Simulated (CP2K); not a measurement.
Two runs for the C K edge of silylacetaldehyde. Run A: CP2K XAS_TDP, all-electron GAPW, PBEh(45%), aug-pc-1, TDA, no relativity. Run B differs in one setting.

First lines with a strength over 0.0015. A:

```
                        atom  energy (eV)  states  strength, one atom
   C2 (bonded to C, O and H)       281.51       1              0.0721
                                   286.29       1              0.0144
                                   287.09       1              0.0025
                                   287.41       1              0.0020
                                   287.58       1              0.0025
C3 (bonded to C, Si and 2 H)       283.57       1              0.0098
                                   284.16       1              0.0252
                                   284.38       1              0.0211
                                   284.94       1              0.0033
                                   285.02       1              0.0022
```

B:

```
                        atom  energy (eV)  states  strength, one atom
   C2 (bonded to C, O and H)       288.12       1              0.0705
                                   292.89       1              0.0141
                                   293.69       1              0.0024
                                   294.01       1              0.0020
                                   294.18       1              0.0024
C3 (bonded to C, Si and 2 H)       289.12       1              0.0096
                                   289.71       1              0.0247
                                   289.93       1              0.0207
                                   290.50       1              0.0032
                                   290.58       1              0.0021
```

**Question.** Which was it: scalar relativity switched on, the basis, GW2X switched on, the functional?

GW2X switched on. GW2X shifts an atom's lines together and keeps their spacings. Against PBEh(45%) in aug-pc-1, the leading lines move by +6.61 eV (C2, to 288.12) and +5.55 eV (C3, to 289.12).

[Banner, clock and machine lines of the logs are left out without a mark of their own.]

[Logs are printed without paths, hosts, clocks, repeated set-up lines and the standing remarks that a program may print on its own settings, such as how far it seeks lower states.]

[Hosts, paths, dates, database ids (printed as entryN), source tags and the programs' standing remarks are cut or masked in the printed files.]
